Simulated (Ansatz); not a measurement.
# Changed inputs in constrained RPA: K2CuF4 (I4/mmm)

Wanted: the sensitivity and cost of U and J for K2CuF4 (I4/mmm).

Main program and level: Ansatz 0.2.0; constrained RPA on LDA, plane waves, PAW.

## Step 1: The starting structure

Symmetry: I4/mmm, No. 139, tetragonal system. Conventional cell: a = 4.147 Å, b = 4.147 Å, c = 12.730 Å, α = 90.00°, β = 90.00°, γ = 90.00°. Nearest to K lie 9 F at 2.60 to 2.93 Å. Cu has 6 F at 1.94 to 2.07 Å nearest. Nearest to F lie 2 Cu at 2.07 Å and 4 K at 2.76 Å. F has 1 Cu at 1.94 Å and 5 K at 2.60 to 2.93 Å nearest. Farther neighbours and most contacts between anions are not listed.

The cell and positions come from the Crystallography Open Database and are kept as given unless a step says otherwise. The program's search for lower electronic states was switched off, so nothing shows that the state found is the lowest. The default PAW set here is soft_2. Its files were made with PBE.

## Step 2: Base: Cu d, bands v5 to v1, 6×6×6 mesh, medium accuracy

Constrained RPA screens the interaction with every transition except those inside the target bands, which a later many-body model would treat itself.

Input file input.yaml:

```yaml
crystal:
  lattice:
    - [6.365, 2.0735, -2.0735]
    - [6.365, -2.0735, 2.0735]
    - [-6.365, -2.0735, -2.0735]
  atoms:
    - { symbol: K, position: [0.3569, 0.3569, 0.0] }
    - { symbol: K, position: [0.6431, 0.6431, 0.0] }
    - { symbol: Cu, position: [0.0, 0.0, 0.0] }
    - { symbol: F, position: [0.0, 0.5, 0.5] }
    - { symbol: F, position: [0.5, 0.0, 0.5] }
    - { symbol: F, position: [0.1523, 0.1523, 0.0] }
    - { symbol: F, position: [0.8477, 0.8477, 0.0] }
kpoints:
  mp_grid: { grid: [12, 12, 12] }
hamiltonian:
  xc: lda
scf:
  occupations: { method: gaussian, width: 0.08 }
  n_extra_bands: 19
  max_iter: 150
  lower_state_search: "off"
output:
  crpa:
    kmesh: [6, 6, 6]
    target_bands: [v5, v1]
    projections: [{ species: Cu, l: d, shell: 3 }]
  local_orbitals:
    kmesh: [6, 6, 6]
    orbitals: [{ species: Cu, l: d, shell: 3 }]
    window: { bands: [v5, v1] }
    seedname: lo
```

Command:

```bash
$ ansatz run input.yaml --threads 3 --pin off --max-ram 92160MiB --backend cuda --events-out ev --progress --plain --runs-dir out --devices 1 --max-vram 13GiB  # rebuilt from the run's record
```

Numbers of over 12 decimals in the logs are rounded to 6 here.

Log:

```text
scf.n_extra_bands = 19 over 33 filled bands (N_el = 65.0): the run solves 52 bands
GPUs: using 1 of 1 available (devices: 1).
Engine: ansatz 0.2.0, x86_64-unknown-linux-gnu
Pseudopotentials: kind: paw
Pseudopotential: K, paw, valence charge 9, recommended cutoff 420 eV (normal), K.paw.azcp
Pseudopotential: Cu, paw, valence charge 19, recommended cutoff 420 eV (normal), Cu.paw.azcp
Pseudopotential: F, paw, valence charge 7, recommended cutoff 420 eV (normal), F.paw.azcp
Functional definition: SPW92
  exchange = slater_x
  correlation = pw_c
device memory: the entry about to start is reckoned to put 4.5 GiB on a device that reports 55.9 GiB free (of which the cap on the GPU budget leaves the run 13.0 GiB)
GPU FFT provider: cuFFT
GPU libraries: cuBLAS 13.8.2, cuFFT 12.4.0, cuSOLVER 12.3.4
Crystal: 7 atoms, lattice volume = 109.463 Å³
Basis set: ecut = 420 eV, 2153 PW (Γ)
Bands: 52, of which v1, the nominal top of the filled ones, is band 33 counted from 1 (32 counted from 0)
Symmetry: 16 space group operations
Space group: I4/mmm (ITA 139), of the structure as read, at distance tolerance 4.8e-5 Å
k-points: 163 of 1728
Non-local potential: K, projectors of the file, l = 0: 3, l = 1: 2, l = 2: 2
Non-local potential: Cu, projectors of the file, l = 0: 3, l = 1: 2, l = 2: 3, l = 3: 1
Non-local potential: F, projectors of the file, l = 0: 2, l = 1: 2, l = 2: 1
PAW form: soft (Blöchl's): semilocal exchange-correlation on the pseudo side does not see the compensation charge
PAW frozen core: K, regenerated for the run's functional, and the local potential with it (the file was generated under x = pbe(κ = 0.804, μ = 0.219515), c = pbe(β = 0.066725))
PAW frozen core: Cu, regenerated for the run's functional, and the local potential with it (the file was generated under x = pbe(κ = 0.804, μ = 0.219515), c = pbe(β = 0.066725))
PAW frozen core: F, regenerated for the run's functional, and the local potential with it (the file was generated under x = pbe(κ = 0.804, μ = 0.219515), c = pbe(β = 0.066725))
PAW one-centre angular grid: K, 110 points (default); XC on 64 Gauss nodes
PAW one-centre angular grid: Cu, 590 points (default); XC on 64 Gauss nodes
PAW one-centre angular grid: F, 110 points (default); XC on 64 Gauss nodes
Initial density: superposition of atomic densities (neutral atoms: chi_scale 0, normalization atom), corrected by the library's trained network
Initial wavefunctions: pseudopotential atomic-orbital guess
GPU buffer pool allocated for 110592 grid points (all kernels)
GPU transforms: local potential and band sums: pruned to the plane-wave sphere, on 48×48×48
Functional: x = slater, c = lda
SCF iter   1: F=—  HF=-12728.069547 eV  |F-HF|=—  |Δ(HF+E_count)|=         —  Δρ=1.93e-2  dr2=2.74e-1  ethr=1.77e-3  ⟨swp⟩=6.1  Hψ=37082  notcnv=0  defer=845
[...]
NSCF: frozen V_eff on 216 k-points
cRPA screening: q 1/216
cRPA screening: q 2/216
cRPA screening: q 6/216 (q-point 3)
cRPA screening: q 10/216 (q-point 4)
cRPA screening: q 12/216 (q-point 7)
cRPA screening: q 20/216 (q-point 8)
cRPA screening: q 36/216 (q-point 9)
cRPA screening: q 52/216 (q-point 13)
cRPA screening: q 60/216 (q-point 14)
cRPA screening: q 76/216 (q-point 15)
[...]
cRPA screening: q 200/216 (q-point 94)
cRPA screening: q 208/216 (q-point 99)
cRPA screening: q 212/216 (q-point 100)
cRPA screening: q 216/216 (q-point 130)
SCF converged after 11 iterations
Free energy (F): -12727.983258 eV
Harris-Foulkes:  -12727.983258 eV  (|F-HF|=9.06e-9)
Internal energy: -12727.973962 eV  (E = F + TS)
E sigma→0 (E₀):  -12727.978610 eV
Entropy (-TS):   -0.009295 eV (-1.328 meV/atom)
Fermi energy:    4.536951 eV
--- Per-component energies (eV) ---
  E_band       = -879.767201
  E_kinetic    = 1621.745522
  E_local      = -10421.718874  (includes V_loc(G=0)·N_el)
  E_nonlocal   = 730.558217
  E_hartree    = 4406.323193
  E_xc         = -665.167004
  E_vxc        = -844.036398  (∫ρ·V_xc dr)
  E_paw        = -3827.378567  (= ΣΔE_a)
  E_vpaw       = -778.972891  (= ΣTr[D̂ρ^β])
  E_aug_tail   = 0.008410  (compensation charges beyond the density's cutoff)
  E_ewald      = -4573.762526
  E_core_change = 1.417667  (= ΣΔE_core)
  E_smearing   = -0.009295  (= −TS)
  E_closure    = -0.000000  (closes the sum)
  Σ components = -12727.983258   (vs F -12727.983258, Δ=0.00e0)
--- Band table (eV; the first three rows and the last of 163) ---
  k-point 0: bands = [... 29 lower, 2.9580, 3.1115, 3.1115, 3.6605, 7.6263, 10.9965, 11.1822, 11.7678, ... 15 higher]
  k-point 1: bands = [... 29 lower, 3.1083, 3.1200, 3.1209, 3.7714, 7.8477, 11.0566, 11.1979, 11.9174, ... 15 higher]
  k-point 2: bands = [... 29 lower, 3.1494, 3.1501, 3.4754, 4.0137, 8.4468, 11.1760, 11.2246, 12.2910, ... 15 higher]
  k-point 162: bands = [... 29 lower, 2.9579, 3.1486, 3.1486, 3.6578, 8.9294, 9.1729, 10.7044, 11.9842, ... 15 higher]
--- cRPA (band scheme, projected local orbitals): target bands 29..33 (1-based), 5 Wannier function(s), 6×6×6 mesh, 66 bands' worth read of 71 solved, ecut_chi 136.0 eV, v(q+G=0) probe_charge, pair densities all_electron ---
  χ-basis size per q: N_G = 380..418
  window electrons = 9.0000, filled by tetrahedron_uncorrected; constrained ε̄⁻¹(q = 0, 0) head = 0.460058; min gauge Gram eig = 0.6278
  Kanamori averages over each shell's own Wannier functions (sites counted from 0, functions from 1):
    Site 2, 3D, 5 of 5 d orbitals (Wannier functions 1, 2, 3, 4, 5; wannier90's mr 1, 2, 3, 4, 5):
      screened: U = 7.9342 eV, U' = 6.7141 eV, J = 0.5880 eV
      screened d-shell averages: U_bar = F0 = 6.9581 eV, J_bar = 0.8321 eV
      screened, to within: U = 3.0e-2 eV, U' = 3.0e-2 eV, J = 9.1e-4 eV
      screened d-shell averages, to within: U_bar = 2.8e-2 eV, J_bar = 1.4e-3 eV
      bare: V = 21.8262 eV, V' = 20.2941 eV, J = 0.7119 eV
      bare d-shell averages: V_bar = F0 = 20.6006 eV, J_bar = 1.0183 eV
  Hermiticity witness max|P − P†| over intra, direct and exchange elements: 8.88e-15 eV (screened), 3.55e-15 eV (bare)
  Reality witness max|Im| over intra, direct and exchange elements: 8.49e-13 eV (screened), 1.61e-12 eV (bare)
```

Wall time 5.3 min (1 × NVIDIA H100 80GB HBM3 (shared by 6 runs) with 3 threads of AMD EPYC 7R13 (Zen 3), shared host); peak memory 1.9 GiB; 6 min of CPU time.

This step gave:

```yaml
u: 7.934 eV
u_prime_inter_orbital: 6.714 eV
j: 0.5880 eV
bare_v: 21.83 eV
bare_j: 0.7119 eV
stated_bound_on_u: 0.02944 eV
u_over_bare_v: 0.3635
electrons_in_the_window: 9.000
head_of_the_constrained_inverse_dielectric_matrix: 0.4601
least_eigenvalue_of_the_projection_s_overlap: 0.6278
target_functions: 5
bands_in_the_sums: 66
r_m_s_miss_of_the_model_bands: 9.63e-4 eV
width_of_the_target_bands: 2.153 eV
weight_of_the_projected_orbitals_in_the_window: 0.7858
```

On the Cu d shell, screening brings the on-site interaction from 21.8 eV down to U = 7.93 eV.

## Step 3: Changed: 4×4×4 mesh

input.yaml: that of step 2 with these lines changed.

```diff
@@ -24,9 +24,4 @@
   crpa:
-    kmesh: [6, 6, 6]
+    kmesh: [4, 4, 4]
     target_bands: [v5, v1]
     projections: [{ species: Cu, l: d, shell: 3 }]
-  local_orbitals:
-    kmesh: [6, 6, 6]
-    orbitals: [{ species: Cu, l: d, shell: 3 }]
-    window: { bands: [v5, v1] }
-    seedname: lo
```

Log:

```text
[...]
GPUs: using 1 of 1 available (devices: 1).
[...]
GPU FFT provider: cuFFT
GPU libraries: cuBLAS 13.8.2, cuFFT 12.4.0, cuSOLVER 12.3.4
Crystal: 7 atoms, lattice volume = 109.463 Å³
Basis set: ecut = 420 eV, 2153 PW (Γ)
Bands: 52, of which v1, the nominal top of the filled ones, is band 33 counted from 1 (32 counted from 0)
Symmetry: 16 space group operations
[...]
k-points: 163 of 1728
[...]
GPU buffer pool allocated for 110592 grid points (all kernels)
[...]
SCF iter   1: F=—  HF=-12728.069547 eV  |F-HF|=—  |Δ(HF+E_count)|=         —  Δρ=1.93e-2  dr2=2.74e-1  ethr=1.77e-3  ⟨swp⟩=6.1  Hψ=37082  notcnv=0  defer=845
[...]
SCF iter  11: F=-12727.983258 eV  HF=-12727.983258 eV  |F-HF|=9.06e-9  |Δ(HF+E_count)|=   4.47e-8  Δρ=4.41e-6  dr2=1.25e-8  ethr=1.54e-10  ⟨swp⟩=8.9  Hψ=34470  notcnv=0
SCF 1 converged in 11 iterations: F = -12727.983258 eV  dr2 = 1.25e-8
[...]
k-point 0: bands = [... 29 lower, 2.9580, 3.1115, 3.1115, 3.6605, 7.6263, 10.9965, 11.1822, 11.7678, ... 15 higher]
  k-point 1: bands = [... 29 lower, 3.1083, 3.1200, 3.1209, 3.7714, 7.8477, 11.0566, 11.1979, 11.9174, ... 15 higher]
  k-point 2: bands = [... 29 lower, 3.1494, 3.1501, 3.4754, 4.0137, 8.4468, 11.1760, 11.2246, 12.2910, ... 15 higher]
  k-point 162: bands = [... 29 lower, 2.9579, 3.1486, 3.1486, 3.6578, 8.9294, 9.1729, 10.7044, 11.9842, ... 15 higher]
[...]
bands read: the sum over 66 bands ends inside a degenerate multiplet in 2 slots, whose members it reads at an even weight; the widest, k=21: bands 66 to 67 (counted from 1) at 1/2 each
  χ-basis size per q: N_G = 380..418
[...]
screened: U = 7.9562 eV, U' = 6.7346 eV, J = 0.5892 eV
      screened d-shell averages: U_bar = F0 = 6.9789 eV, J_bar = 0.8335 eV
      screened, to within: U = 3.2e-2 eV, U' = 3.2e-2 eV, J = 9.2e-4 eV
      screened d-shell averages, to within: U_bar = 3.0e-2 eV, J_bar = 1.4e-3 eV
      bare: V = 21.8650 eV, V' = 20.3320 eV, J = 0.7133 eV
      bare d-shell averages: V_bar = F0 = 20.6386 eV, J_bar = 1.0199 eV
[...]
[key lines of the parts left out:]
SCF converged after 11 iterations
Free energy (F): -12727.983258 eV
Fermi energy:    4.536951 eV
```

It took 97 s on 1 × NVIDIA H100 80GB HBM3 (shared by 6 runs) with 3 threads; peak memory 1.4 GiB.

Numbers from this step:

```yaml
u: 7.956 eV
u_prime_inter_orbital: 6.735 eV
j: 0.5892 eV
bare_v: 21.86 eV
bare_j: 0.7133 eV
stated_bound_on_u: 0.03107 eV
u_over_bare_v: 0.3639
electrons_in_the_window: 9.000
head_of_the_constrained_inverse_dielectric_matrix: 0.4602
least_eigenvalue_of_the_projection_s_overlap: 0.6278
target_functions: 5
bands_in_the_sums: 66
width_of_the_target_bands: 2.153 eV
weight_of_the_projected_orbitals_in_the_window: 0.7858
```

On the Cu d shell, screening brings the on-site interaction from 21.9 eV down to U = 7.96 eV.

## Step 4: Changed: 2×2×2 mesh

input.yaml: that of step 3 with these lines changed.

```diff
@@ -24,3 +24,3 @@
   crpa:
-    kmesh: [4, 4, 4]
+    kmesh: [2, 2, 2]
     target_bands: [v5, v1]
```

Log:

```text
[...]
GPUs: using 1 of 1 available (devices: 1).
[...]
GPU FFT provider: cuFFT
GPU libraries: cuBLAS 13.8.2, cuFFT 12.4.0, cuSOLVER 12.3.4
Crystal: 7 atoms, lattice volume = 109.463 Å³
Basis set: ecut = 420 eV, 2153 PW (Γ)
Bands: 52, of which v1, the nominal top of the filled ones, is band 33 counted from 1 (32 counted from 0)
Symmetry: 16 space group operations
[...]
k-points: 163 of 1728
[...]
χ-basis size per q: N_G = 380..418
[...]
screened: U = 8.4509 eV, U' = 7.2120 eV, J = 0.6013 eV
      screened d-shell averages: U_bar = F0 = 7.4598 eV, J_bar = 0.8491 eV
      screened, to within: U = 2.6e-2 eV, U' = 2.6e-2 eV, J = 9.6e-4 eV
      screened d-shell averages, to within: U_bar = 2.5e-2 eV, J_bar = 1.4e-3 eV
      bare: V = 22.2515 eV, V' = 20.7067 eV, J = 0.7283 eV
      bare d-shell averages: V_bar = F0 = 21.0156 eV, J_bar = 1.0373 eV
[...]
[key lines of the parts left out:]
SCF converged after 11 iterations
Free energy (F): -12727.983258 eV
Fermi energy:    4.536951 eV
```

Wall time 22 s (1 × NVIDIA H100 80GB HBM3 (shared by 6 runs) with 3 threads); peak memory 1.2 GiB; 36 s of CPU time.

Numbers from this step:

```yaml
u: 8.451 eV
u_prime_inter_orbital: 7.212 eV
j: 0.6013 eV
bare_v: 22.25 eV
bare_j: 0.7283 eV
stated_bound_on_u: 0.02593 eV
u_over_bare_v: 0.3798
electrons_in_the_window: 9.000
head_of_the_constrained_inverse_dielectric_matrix: 0.4646
least_eigenvalue_of_the_projection_s_overlap: 0.6278
target_functions: 5
bands_in_the_sums: 66
width_of_the_target_bands: 2.153 eV
weight_of_the_projected_orbitals_in_the_window: 0.7858
```

On the Cu d shell, screening brings the on-site interaction from 22.3 eV down to U = 8.45 eV.

## Step 5: Changed: sums over states on smooth products

input.yaml: that of step 4 with these lines changed.

```diff
@@ -24,4 +24,8 @@
   crpa:
-    kmesh: [2, 2, 2]
+    kmesh: [6, 6, 6]
     target_bands: [v5, v1]
     projections: [{ species: Cu, l: d, shell: 3 }]
+    accuracy: sum_over_states
+    pair_densities: pseudo
+    n_empty_bands: 66
+    ecut_chi: 136
```

Log:

```text
[...]
GPUs: using 1 of 1 available (devices: 1).
[...]
GPU FFT provider: cuFFT
GPU libraries: cuBLAS 13.8.2, cuFFT 12.4.0, cuSOLVER 12.3.4
Crystal: 7 atoms, lattice volume = 109.463 Å³
Basis set: ecut = 420 eV, 2153 PW (Γ)
Bands: 52, of which v1, the nominal top of the filled ones, is band 33 counted from 1 (32 counted from 0)
Symmetry: 16 space group operations
[...]
k-points: 163 of 1728
[...]
χ-basis size per q: N_G = 380..418
[...]
U and J over all bands: no bound (output.crpa.accuracy: sum_over_states); those below are of the sums over the bands read on the sphere of ecut_chi alone
[...]
screened: U = 8.8295 eV, U' = 7.4021 eV, J = 0.6906 eV
      screened d-shell averages: U_bar = F0 = 7.6876 eV, J_bar = 0.9761 eV
      bare: V = 21.8262 eV, V' = 20.2941 eV, J = 0.7119 eV
      bare d-shell averages: V_bar = F0 = 20.6006 eV, J_bar = 1.0183 eV
[...]
[key lines of the parts left out:]
SCF converged after 11 iterations
Free energy (F): -12727.983258 eV
Fermi energy:    4.536951 eV
```

Wall time 69 s (1 × NVIDIA H100 80GB HBM3 (shared by 6 runs) with 3 threads); peak memory 2 GiB.

This variant gives U = 8.83 eV against 7.93 eV. It is a finite sum over empty states with no bound on its error and stays out of the table below.

## Step 6: Changed: accuracy low

input.yaml: that of step 5 with these lines changed.

```diff
@@ -27,5 +27,2 @@
     projections: [{ species: Cu, l: d, shell: 3 }]
-    accuracy: sum_over_states
-    pair_densities: pseudo
-    n_empty_bands: 66
-    ecut_chi: 136
+    accuracy: low
```

Log:

```text
[...]
GPUs: using 1 of 1 available (devices: 1).
[...]
GPU FFT provider: cuFFT
GPU libraries: cuBLAS 13.8.2, cuFFT 12.4.0, cuSOLVER 12.3.4
Crystal: 7 atoms, lattice volume = 109.463 Å³
Basis set: ecut = 420 eV, 2153 PW (Γ)
Bands: 52, of which v1, the nominal top of the filled ones, is band 33 counted from 1 (32 counted from 0)
Symmetry: 16 space group operations
[...]
k-points: 163 of 1728
[...]
χ-basis size per q: N_G = 380..418
[...]
screened: U = 7.9235 eV, U' = 6.7040 eV, J = 0.5877 eV
      screened d-shell averages: U_bar = F0 = 6.9479 eV, J_bar = 0.8316 eV
      screened, to within: U = 1.1e-1 eV, U' = 1.1e-1 eV, J = 7.3e-3 eV
      screened d-shell averages, to within: U_bar = 9.4e-2 eV, J_bar = 1.1e-2 eV
      bare: V = 21.8262 eV, V' = 20.2941 eV, J = 0.7119 eV
      bare d-shell averages: V_bar = F0 = 20.6006 eV, J_bar = 1.0183 eV
[...]
[key lines of the parts left out:]
SCF converged after 11 iterations
Free energy (F): -12727.983258 eV
Fermi energy:    4.536951 eV
```

Run time: 5.6 min. Hardware: 1 × NVIDIA H100 80GB HBM3 (shared by 6 runs) with 3 threads; peak memory 1.9 GiB.

Numbers from this step:

```yaml
u: 7.923 eV
u_prime_inter_orbital: 6.704 eV
j: 0.5877 eV
bare_v: 21.83 eV
bare_j: 0.7119 eV
stated_bound_on_u: 0.1052 eV
u_over_bare_v: 0.3630
electrons_in_the_window: 9.000
head_of_the_constrained_inverse_dielectric_matrix: 0.4600
least_eigenvalue_of_the_projection_s_overlap: 0.6278
target_functions: 5
bands_in_the_sums: 66
width_of_the_target_bands: 2.153 eV
weight_of_the_projected_orbitals_in_the_window: 0.7858
```

On the Cu d shell, screening brings the on-site interaction from 21.8 eV down to U = 7.92 eV.

## Step 7: Changed: orbitals of another atom

input.yaml: that of step 6 with these lines changed.

```diff
@@ -26,3 +26,2 @@
     target_bands: [v5, v1]
-    projections: [{ species: Cu, l: d, shell: 3 }]
-    accuracy: low
+    projections: [{ species: F, l: p }]
```

Log:

```text
Error: invalid value for `output.crpa.projections`: 12 orbital(s) selected but the target window spans 5 band(s); name one orbital per band of it
```

Wall time 0.18 s (3 threads); peak memory 0.099 GiB.

The program refused the input before any cycle.

The program's message: “Error: invalid value for `output.crpa.projections`: 12 orbital(s) selected but the target window spans 5 band(s); name one orbital per band of it”

The fault put into this input: trial orbitals that do not match the target bands.

(Part 1 of 2 ends here.)

[Paths, hosts, dates, memory and timing lines, banners, echoed tables and standing remarks are left out of the program output.]

[Logs are printed without paths, hosts, clocks, repeated set-up lines and the standing remarks that a program may print on its own settings, such as how far it seeks lower states.]

[Runs of the session that timed out or met a known fault of the program may be left out.]

[Hosts, paths, dates, database ids (printed as entryN), source tags and the programs' standing remarks are cut or masked in the printed files.]
